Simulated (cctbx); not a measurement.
## Occupancies in DyTiRu

Cell a = 7.1130 Å, b = 4.3090 Å, c = 7.4720 Å, α = 90.00°, β = 90.00°, γ = 90.00°; space group Pnma (no. 62); nominal formula DyTiRu.

Simulated single-crystal data (cctbx): Cu Kα, λ = 1.54184 Å, to d = 0.8 Å, 50 % of the full sphere, strongest reflection 70000 counts, noise from counting, a 6 % proportional error and a noise floor of 2 counts (s.d.); no absorption, and some extinction, which the refinements don't model.

With every site full:

```text
Rint 0.042, 257 unique reflections to 0.80 A
cycle     R1     wR2    GooF  max shift (A)
   1  0.4782  0.8175  20.250   0.00971
   3  0.1859  0.4086  10.121   0.00004
final R1 0.1859 wR2 0.4086 GooF 10.121  parameters 18  data/parameter 14.3
atom        x        y        z      Ueq    occ   su(xyz)  su(Uiso or U11)
Dy1    0.51359  0.75000  0.69517  -0.0158  1.000  0.00049  0.0024  NPD
Ru1    0.84277  0.75000  0.43175  -0.0031  1.000  0.00075  0.0033  NPD
Ti2    0.19487  0.75000  0.38600  -0.0355  1.000  0.00094  0.0029  NPD
difference map: max 54.80 min -10.80 rms 5.51
Q1    0.9980  0.2500  0.1935    4   55.25  0.08 A from Dy1
Q2    0.1987  0.7500  0.3989    4   34.52  0.10 A from Ti2
Q3    0.1617  0.2500  0.5752    4   28.84  0.06 A from Ru1
Q4    0.2357  0.7500  0.5697    4    5.21  1.40 A from Ti2
Q5    0.1632  0.9972  0.8430    8    5.04  1.52 A from Ti2
Q6    0.1601  0.5691  0.5418    8    4.37  1.39 A from Ru1
```

With the occupancies of the suspect sites free, each still typed as its main element:

```text
Rint 0.042, 257 unique reflections to 0.80 A
cycle     R1     wR2    GooF  max shift (A)
   1  0.4281  0.7691  19.132   0.00625
   7  0.0181  0.0426   1.060   0.00001
final R1 0.0181 wR2 0.0426 GooF 1.059  parameters 20  data/parameter 12.8
atom        x        y        z      Ueq    occ   su(xyz)  su(Uiso or U11)
Dy1    0.51282  0.75000  0.69498   0.0057  1.000  0.00004  0.0003
Ru1    0.84245  0.75000  0.43130   0.0065  0.792  0.00007  0.0003
Ti2    0.19562  0.75000  0.38682   0.0017  1.459  0.00008  0.0004
su of occupancy Ru1: 0.003
su of occupancy Ti2: 0.006
difference map: max 1.11 min -1.18 rms 0.32
Q1    0.0191  0.5838  0.3045    8    1.13  1.57 A from Ti2
Q2    0.9938  0.0196  0.5629    8    1.11  1.53 A from Ru1
Q3    0.1570  0.9883  0.9302    8    0.91  1.57 A from Ti2
Q4    0.1189  0.7500  0.3026    4    0.86  0.83 A from Ti2
Q5    0.1617  0.5329  0.8095    8    0.80  1.41 A from Dy1
Q6    0.0010  0.0624  0.7850    8    0.77  1.36 A from Dy1
```

**Question.** What is the disorder?

X-rays count electrons. Ru1 refines to 0.792(0.003), or 34.8 electrons; the site truly holds 0.6 Ru and 0.4 Ti, 35.2 electrons, which is 0.800 of Ru; Ti2 refines to 1.459(0.006), or 32.1 electrons; the site truly holds 0.6 Ti and 0.4 Ru, 30.8 electrons, which is 1.400 of Ti. A value under 1 can't tell vacancies from a lighter guest, and one over 1 needs a heavier guest; chemistry or a second radiation must settle which. Occupancy correlates with U and the scale, and the two elements' form factors differ in shape, so the match is approximate.

Freeing them takes R1 from 0.1859 to 0.0181 and GooF from 10.12 to 1.06.

The model is made up (kin elements in a known structure type, no relaxation), so it says nothing on whether the phase exists.

[Middle refinement cycles are left out of these outputs.]

[Logs are printed without paths, hosts, clocks, repeated set-up lines and the standing remarks that a program may print on its own settings, such as how far it seeks lower states.]
